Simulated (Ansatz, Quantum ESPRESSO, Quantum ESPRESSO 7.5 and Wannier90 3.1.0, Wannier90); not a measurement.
**straight Mo chain, spacing 2.43 Å: Wannier functions and conductance**

Aim: a Wannier model and the conductance steps that follow from it, for this wire: straight Mo chain, spacing 2.43 Å.

Program: Quantum ESPRESSO 7.5 and Wannier90 3.1.0. Level of theory: plane-wave DFT, LDA, GBRV ultrasoft pseudopotentials (cross-check by Ansatz 0.2.0 with PAW datasets). Results are calculated unless marked as measured.

### Step 1. Starting point

The cell holds 1 atom: 1 Mo. Its edges and angles: a = 8.000 Å, b = 8.000 Å, c = 2.430 Å, α = 90.0°, β = 90.0°, γ = 90.0°. Vacuum lies along a and b. The structure's axis is c.

### Step 2. SCF with pw.x

The input, scf.in:

```
&control
  prefix = 'scf'
  outdir = './out'
  pseudo_dir = './pseudo'
  calculation = 'scf'
  tprnfor = .true.
/
&system
  ibrav = 0
  nat = 1
  ntyp = 1
  ecutwfc = 34
  ecutrho = 170
  occupations = 'smearing'
  smearing = 'mv'
  degauss = 0.005
/
&electrons
  conv_thr = 1e-07
  mixing_beta = 0.4
  electron_maxstep = 120
  mixing_mode = 'local-TF'
/
ATOMIC_SPECIES
  Mo  95.9500  mo_lda_v1.uspp.F.UPF
CELL_PARAMETERS angstrom
  8.00000000000000 0.00000000000000 0.00000000000000
  0.00000000000000 8.00000000000000 0.00000000000000
  0.00000000000000 0.00000000000000 2.43000000000000
ATOMIC_POSITIONS crystal
  Mo  0.000000000000 0.000000000000 0.000000000000
K_POINTS automatic
  1 1 28 0 0 0
```

The run is started by

```bash
$ OMP_NUM_THREADS=1 mpirun -n 4 pw.x -nk 2 -in scf.in > scf.out
```

The log of the run:

```text
Program PWSCF v.7.5 starts
[citation notice left out]

     Parallel version (MPI & OpenMP), running on       4 processor cores
     Number of MPI processes:                 4
     Threads/MPI process:                     1

     MPI processes distributed on     1 nodes
[...]
Current dimensions of program PWSCF are:
     Max number of different atomic species (ntypx) = 10
     Max number of k-points (npk) =  40000
     Max angular momentum in pseudopotentials (lmaxx) =  4
     Message from routine setup:
     using ibrav=0 with symmetry is DISCOURAGED, use correct ibrav instead

     K-points division:     npool     =       2
     R & G space division:  proc/nbgrp/npool/nimage =       2
     Subspace diagonalization in iterative solution of the eigenvalue problem:
     a serial algorithm will be used

     Parallelization info
     --------------------
     sticks:   dense  smooth     PW     G-vecs:    dense   smooth      PW
     Min        1546    1234    388                19719    14074    2476
     Max        1547    1235    389                19720    14075    2477
     Sum        3093    2469    777                39439    28149    4953

     Using Slab Decomposition

     bravais-lattice index     =            0
     lattice parameter (alat)  =      15.1178  a.u.
     unit-cell volume          =    1049.5010 (a.u.)^3
     number of atoms/cell      =            1
     number of atomic types    =            1
     number of electrons       =        14.00
     number of Kohn-Sham states=           11
     kinetic-energy cutoff     =      34.0000  Ry
     charge density cutoff     =     170.0000  Ry
     scf convergence threshold =      1.0E-07
     mixing beta               =       0.4000
     number of iterations used =            8  local-TF  mixing
     Exchange-correlation= SLA  PZ   NOGX NOGC
                           (   1   1   0   0   0   0   0)

     celldm(1)=  15.117809  celldm(2)=   0.000000  celldm(3)=   0.000000
     celldm(4)=   0.000000  celldm(5)=   0.000000  celldm(6)=   0.000000

     crystal axes: (cart. coord. in units of alat)
               a(1) = (   1.000000   0.000000   0.000000 )
               a(2) = (   0.000000   1.000000   0.000000 )
               a(3) = (   0.000000   0.000000   0.303750 )

     reciprocal axes: (cart. coord. in units 2 pi/alat)
               b(1) = (  1.000000  0.000000  0.000000 )
               b(2) = (  0.000000  1.000000  0.000000 )
               b(3) = (  0.000000  0.000000  3.292181 )

     PseudoPot. # 1 for Mo read from file:
     ./pseudo/mo_lda_v1.uspp.F.UPF
     Pseudo is Ultrasoft + core correction, Zval = 14.0
     Generated by new atomic code, or converted to UPF format
     Using radial grid of  889 points,  6 beta functions with:
                l(1) =   0
                l(2) =   0
                l(3) =   1
                l(4) =   1
                l(5) =   2
                l(6) =   2
     Q(r) pseudized with  6 coefficients,  rinner =    1.000   1.000   1.000
                                                       1.000   1.000

     atomic species   valence    mass     pseudopotential
     Mo               14.00    95.95000     Mo( 1.00)

     16 Sym. Ops., with inversion, found

   Cartesian axes

     site n.     atom                  positions (alat units)
         1        Mo     tau(   1) = (   0.0000000   0.0000000   0.0000000  )

     number of k points=    15  Marzari-Vanderbilt smearing, width (Ry)=  0.0050
                       cart. coord. in units 2pi/alat
        k(    1) = (   0.0000000   0.0000000   0.0000000), wk =   0.0714286
        k(    2) = (   0.0000000   0.0000000   0.1175779), wk =   0.1428571
        k(    3) = (   0.0000000   0.0000000   0.2351558), wk =   0.1428571
        k(    4) = (   0.0000000   0.0000000   0.3527337), wk =   0.1428571
        k(    5) = (   0.0000000   0.0000000   0.4703116), wk =   0.1428571
        k(    6) = (   0.0000000   0.0000000   0.5878895), wk =   0.1428571
        k(    7) = (   0.0000000   0.0000000   0.7054674), wk =   0.1428571
        k(    8) = (   0.0000000   0.0000000   0.8230453), wk =   0.1428571
        k(    9) = (   0.0000000   0.0000000   0.9406232), wk =   0.1428571
        k(   10) = (   0.0000000   0.0000000   1.0582011), wk =   0.1428571
[...]
k(   15) = (   0.0000000   0.0000000  -1.6460905), wk =   0.0714286

     Dense  grid:    39439 G-vectors     FFT dimensions: (  64,  64,  20)

     Smooth grid:    28149 G-vectors     FFT dimensions: (  60,  60,  18)

     Estimated max dynamical RAM per process >      43.44 MB

     Estimated total dynamical RAM >     164.14 MB

     Check: negative core charge=   -0.000002

     Initial potential from superposition of free atoms

     starting charge      13.9991, renormalised to      14.0000

     negative rho (up, down):  1.733E-03 0.000E+00
     Starting wfcs are   13 randomized atomic wfcs

     total cpu time spent up to now is        0.7 secs

     per-process dynamical memory:    18.9 Mb

     Self-consistent Calculation

     iteration #  1     ecut=    34.00 Ry     beta= 0.40
     Davidson diagonalization with overlap
     ethr =  1.00E-02,  avg # of iterations =  2.3

     negative rho (up, down):  3.071E-04 0.000E+00

     total cpu time spent up to now is        0.9 secs

     total energy              =    -139.09913973 Ry
     estimated scf accuracy    <       0.18423167 Ry

     iteration #  2     ecut=    34.00 Ry     beta= 0.40
[...]
negative rho (up, down):  6.928E-06 0.000E+00

[...]
total energy              =    -139.06808283 Ry
     estimated scf accuracy    <       0.08531740 Ry

     iteration #  3     ecut=    34.00 Ry     beta= 0.40
[...]
negative rho (up, down):  5.785E-06 0.000E+00

[...]
total energy              =    -139.07611863 Ry
     estimated scf accuracy    <       0.00630061 Ry

     iteration #  4     ecut=    34.00 Ry     beta= 0.40
[...]
negative rho (up, down):  3.528E-05 0.000E+00

[...]
total energy              =    -139.07553694 Ry
     estimated scf accuracy    <       0.00294609 Ry

     iteration #  5     ecut=    34.00 Ry     beta= 0.40
[...]
negative rho (up, down):  8.613E-05 0.000E+00

[...]
total energy              =    -139.07576751 Ry
     estimated scf accuracy    <       0.00053121 Ry

     iteration #  6     ecut=    34.00 Ry     beta= 0.40
[...]
negative rho (up, down):  7.455E-04 0.000E+00

[...]
total energy              =    -139.07599073 Ry
     estimated scf accuracy    <       0.00019902 Ry

     iteration #  7     ecut=    34.00 Ry     beta= 0.40
[...]
negative rho (up, down):  1.054E-03 0.000E+00

[...]
total energy              =    -139.07601214 Ry
     estimated scf accuracy    <       0.00001438 Ry

     iteration #  8     ecut=    34.00 Ry     beta= 0.40
[...]
negative rho (up, down):  1.405E-03 0.000E+00

[...]
total energy              =    -139.07601597 Ry
     estimated scf accuracy    <       0.00000443 Ry

     iteration #  9     ecut=    34.00 Ry     beta= 0.40
[...]
negative rho (up, down):  1.439E-03 0.000E+00

[...]
total energy              =    -139.07601650 Ry
     estimated scf accuracy    <       0.00000046 Ry

     iteration # 10     ecut=    34.00 Ry     beta= 0.40
[...]
negative rho (up, down):  1.455E-03 0.000E+00

[...]
End of self-consistent calculation

          k = 0.0000 0.0000 0.0000 (  3525 PWs)   bands (ev):

   -62.9460 -37.0516 -37.0516 -35.6978  -5.9058  -3.3698  -2.7733  -2.7608
     0.1007   1.3759   1.3760

          k = 0.0000 0.0000 0.1176 (  3545 PWs)   bands (ev):

   -62.9413 -37.0479 -37.0479 -35.7315  -5.8128  -3.3426  -2.7567  -2.7444
     0.0058   0.0058   1.4047

          k = 0.0000 0.0000 0.2352 (  3525 PWs)   bands (ev):

   -62.9276 -37.0368 -37.0368 -35.8301  -5.5369  -3.2611  -2.7074  -2.6955
    -0.2629  -0.2629   1.4933

          k = 0.0000 0.0000 0.3527 (  3533 PWs)   bands (ev):

   -62.9055 -37.0190 -37.0190 -35.9870  -5.0872  -3.1259  -2.6269  -2.6157
    -0.6644  -0.6644   1.6448

          k = 0.0000 0.0000 0.4703 (  3517 PWs)   bands (ev):

   -62.8759 -36.9951 -36.9951 -36.1920  -4.4786  -2.9381  -2.5176  -2.5074
    -1.1498  -1.1497   1.8597

          k = 0.0000 0.0000 0.5879 (  3513 PWs)   bands (ev):

   -62.8402 -36.9665 -36.9665 -36.4324  -3.7316  -2.6987  -2.3831  -2.3740
    -1.6758  -1.6758   2.1374

[...]
the Fermi energy is    -2.1864 ev

!    total energy              =    -139.07601659 Ry
     estimated scf accuracy    <       0.00000003 Ry
     smearing contrib. (-TS)   =      -0.00032546 Ry
     internal energy E=F+TS    =    -139.07569114 Ry

     The total energy is F=E-TS. E is the sum of the following terms:
     one-electron contribution =    -194.05270295 Ry
     hartree contribution      =      93.88642069 Ry
     xc contribution           =     -18.85591202 Ry
     ewald contribution        =     -20.05349685 Ry

     convergence has been achieved in  10 iterations

     negative rho (up, down):  1.455E-03 0.000E+00

     Forces acting on atoms (cartesian axes, Ry/au):

     atom    1 type  1   force =     0.00000000    0.00000000    0.00000000

     Total force =     0.000000     Total SCF correction =     0.000000

[...]
=------------------------------------------------------------------------------=
   JOB DONE.
=------------------------------------------------------------------------------=
```

Elapsed: 3.2 s, on 4 MPI ranks of Intel Xeon 6975P-C (Granite Rapids), shared host; peak memory 0.35 GiB.

Read from the output:

```
free energy  : -1892.2256 eV
Fermi energy : -2.186 eV
```

The run needed 10 iterations to bring the estimated error under 1e-07 Ry.

### Step 3. Full uniform mesh without symmetry

Wannier90 needs the states on a whole uniform mesh, listed point by point, without symmetry.

The input, nscf.in:

```
&control
  prefix = 'nscf'
  outdir = './out'
  pseudo_dir = './pseudo'
  calculation = 'nscf'
/
&system
  ibrav = 0
  nat = 1
  ntyp = 1
  ecutwfc = 34
  ecutrho = 170
  occupations = 'smearing'
  smearing = 'mv'
  degauss = 0.005
  nosym = .true.
  noinv = .true.
  nbnd = 36
/
&electrons
  conv_thr = 1e-08
  mixing_beta = 0.4
  electron_maxstep = 120
  mixing_mode = 'local-TF'
  diago_full_acc = .true.
/
ATOMIC_SPECIES
  Mo  95.9500  mo_lda_v1.uspp.F.UPF
CELL_PARAMETERS angstrom
  8.00000000000000 0.00000000000000 0.00000000000000
  0.00000000000000 8.00000000000000 0.00000000000000
  0.00000000000000 0.00000000000000 2.43000000000000
ATOMIC_POSITIONS crystal
  Mo  0.000000000000 0.000000000000 0.000000000000
K_POINTS crystal
14
  0.0000000000 0.0000000000 0.0000000000 0.0714285714
  0.0000000000 0.0000000000 0.0714285714 0.0714285714
  0.0000000000 0.0000000000 0.1428571429 0.0714285714
  0.0000000000 0.0000000000 0.2142857143 0.0714285714
  0.0000000000 0.0000000000 0.2857142857 0.0714285714
  0.0000000000 0.0000000000 0.3571428571 0.0714285714
  0.0000000000 0.0000000000 0.4285714286 0.0714285714
  0.0000000000 0.0000000000 0.5000000000 0.0714285714
  0.0000000000 0.0000000000 0.5714285714 0.0714285714
  0.0000000000 0.0000000000 0.6428571429 0.0714285714
  0.0000000000 0.0000000000 0.7142857143 0.0714285714
  0.0000000000 0.0000000000 0.7857142857 0.0714285714
  0.0000000000 0.0000000000 0.8571428571 0.0714285714
  0.0000000000 0.0000000000 0.9285714286 0.0714285714
```

The run is started by

```bash
$ cp -r out/scf.save out/nscf.save
$ cp out/scf.xml out/nscf.xml
$ OMP_NUM_THREADS=1 mpirun -n 4 pw.x -nk 1 -in nscf.in > nscf.out
```

The log of the run:

```text
[banner, memory and clock lines left out]
Program PWSCF v.7.5 starts
[citation notice left out]

[...]
bravais-lattice index     =            0
     lattice parameter (alat)  =      15.1178  a.u.
     unit-cell volume          =    1049.5010 (a.u.)^3
     number of atoms/cell      =            1
     number of atomic types    =            1
     number of electrons       =        14.00
     number of Kohn-Sham states=           36
     kinetic-energy cutoff     =      34.0000  Ry
     charge density cutoff     =     170.0000  Ry
     Exchange-correlation= SLA  PZ   NOGX NOGC
                           (   1   1   0   0   0   0   0)

[...]
PseudoPot. # 1 for Mo read from file:
     ./pseudo/mo_lda_v1.uspp.F.UPF
     Pseudo is Ultrasoft + core correction, Zval = 14.0
     Generated by new atomic code, or converted to UPF format
     Using radial grid of  889 points,  6 beta functions with:
                l(1) =   0
                l(2) =   0
                l(3) =   1
                l(4) =   1
                l(5) =   2
                l(6) =   2
     Q(r) pseudized with  6 coefficients,  rinner =    1.000   1.000   1.000
                                                       1.000   1.000

     atomic species   valence    mass     pseudopotential
     Mo               14.00    95.95000     Mo( 1.00)

     No symmetry found

[...]
number of k points=    14  Marzari-Vanderbilt smearing, width (Ry)=  0.0050
[...]
Dense  grid:    39439 G-vectors     FFT dimensions: (  64,  64,  20)

     Smooth grid:    28149 G-vectors     FFT dimensions: (  60,  60,  18)

     Check: negative core charge=   -0.000002

     The potential is recalculated from file :
     ./out/nscf.save/charge-density

     negative rho (up, down):  1.455E-03 0.000E+00
     Starting wfcs are   13 randomized atomic wfcs +   23 random wfcs

     Band Structure Calculation
     Davidson diagonalization with overlap

     ethr =  7.14E-11,  avg # of iterations = 40.6

     End of band structure calculation

          k = 0.0000 0.0000 0.0000 (  3525 PWs)   bands (ev):

   -62.9485 -37.0539 -37.0539 -35.7006  -5.9080  -3.3710  -2.7749  -2.7624
     0.0999   0.0999   1.3737   1.3737   2.1560   3.1214   4.6916   4.6916
     5.0370   5.3507   8.0564   8.0564   9.7444   9.7463  10.5316  10.5316
    11.7537  12.1210  12.1210  12.1675  12.5950  12.6310  17.1907  17.1907
    17.8545  17.8545  18.6597  19.3213

          k = 0.0000 0.0000 0.2352 (  3525 PWs)   bands (ev):

   -62.9302 -37.0390 -37.0390 -35.8329  -5.5391  -3.2622  -2.7091  -2.6971
    -0.2642  -0.2642   1.4916   1.4916   2.2819   3.2406   4.8653   4.8653
     5.1464   5.4780   8.2837   8.2837   9.8359   9.8683  10.7127  10.7127
    11.8836  12.2528  12.2659  12.2659  12.7113  12.7486  17.4400  17.4400
    18.0137  18.0137  18.7855  19.2999

[...]
the Fermi energy is    -2.2089 ev
     (compare with:    -2.1864 eV, computed in scf)

[...]
```

It took 5.3 s on 4 MPI ranks; peak memory 0.22 GiB.

Numbers from this step:

* Fermi energy: -2.209 eV

The program's own clock; routines nest. Time by routine:

| routine | wall time (s) | calls |
| --- | --- | --- |
| PWSCF | 4.53 | 1 |
| electrons | 3.9 | 1 |
| c_bands | 3.9 | 1 |
| cegterg | 3.76 | 35 |
| h_psi | 2.33 | 617 |
| vloc_psi | 2.21 | 617 |
| fftw | 2.02 | 22060 |
| cdiaghg | 0.56 | 582 |
| init_run | 0.54 | 1 |
| potinit | 0.27 | 1 |
| ffts | 0.27 | 1 |
| interpolate | 0.27 | 1 |
| hinit0 | 0.23 | 1 |
| fft | 0.2 | 6 |

### Step 4. Neighbour list from wannier90 -pp, with dis_win_max − E_F = 9.0

A first try, with customary settings: the .win file sets projections and windows, and states in the frozen window are kept exactly.

The input, wan_try.win:

```
num_wann = 9
num_bands = 36
num_iter = 200
num_print_cycles = 20
conv_tol = 1e-8
conv_window = 5
guiding_centres = true
dis_num_iter = 1500
dis_conv_tol = 1e-8
dis_win_min = -13.1864
dis_win_max = 6.8136
dis_froz_max = -0.6864
search_shells = 120
fermi_energy = -2.1864

transport = true
transport_mode = bulk
one_dim_axis = z
dist_cutoff = 16.91
dist_cutoff_mode = one_dim
tran_win_min = -4.0
tran_win_max = 2.0
tran_energy_step = 0.02

bands_plot = true
bands_num_points = 96
begin kpoint_path
G 0.0 0.0 0.0 Z 0.0 0.0 0.5
end kpoint_path

begin projections
Mo:s;p;d
end projections

begin unit_cell_cart
ang
  8.0000000000 0.0000000000 0.0000000000
  0.0000000000 8.0000000000 0.0000000000
  0.0000000000 0.0000000000 2.4300000000
end unit_cell_cart

begin atoms_frac
  Mo 0.0000000000 0.0000000000 0.0000000000
end atoms_frac

mp_grid = 1 1 14
begin kpoints
  0.0 0.0 0.0000000000
  0.0 0.0 0.0714285714
  0.0 0.0 0.1428571429
  0.0 0.0 0.2142857143
  0.0 0.0 0.2857142857
  0.0 0.0 0.3571428571
  0.0 0.0 0.4285714286
  0.0 0.0 0.5000000000
  0.0 0.0 0.5714285714
  0.0 0.0 0.6428571429
  0.0 0.0 0.7142857143
  0.0 0.0 0.7857142857
  0.0 0.0 0.8571428571
  0.0 0.0 0.9285714286
end kpoints
```

The run is started by

```bash
$ OMP_NUM_THREADS=1 wannier90.x -pp wan_try > wan_try.pp.log
```

Wall time 0.74 s (1 MPI rank); peak memory 0.08 GiB.

### Step 5. Overlaps and projections

The follow-up step for that run.

The input, wan_try.p2w.in:

```
&inputpp
  prefix = 'nscf'
  outdir = './out'
  seedname = 'wan_try'
  write_mmn = .true.
  write_amn = .true.
  write_unk = .false.
/
```

The run is started by

```bash
$ OMP_NUM_THREADS=1 mpirun -n 4 pw2wannier90.x -in wan_try.p2w.in > wan_try.p2w.out
```

It took 2.9 s on 4 MPI ranks; peak memory 0.21 GiB; 10 s of CPU time.

(Continued in part 2 of 6.)

[Logs are printed without paths, hosts, clocks, repeated set-up lines and the standing remarks that a program may print on its own settings, such as how far it seeks lower states.]

[Hosts, paths, dates, database ids (printed as entryN), source tags and the programs' standing remarks are cut or masked in the printed files.]

[Maps of the electrostatic potential energy from Ansatz leave out the sawtooth potential of an applied field or a dipole correction, so their vacuum need not be flat; planar profiles and work functions include it.]
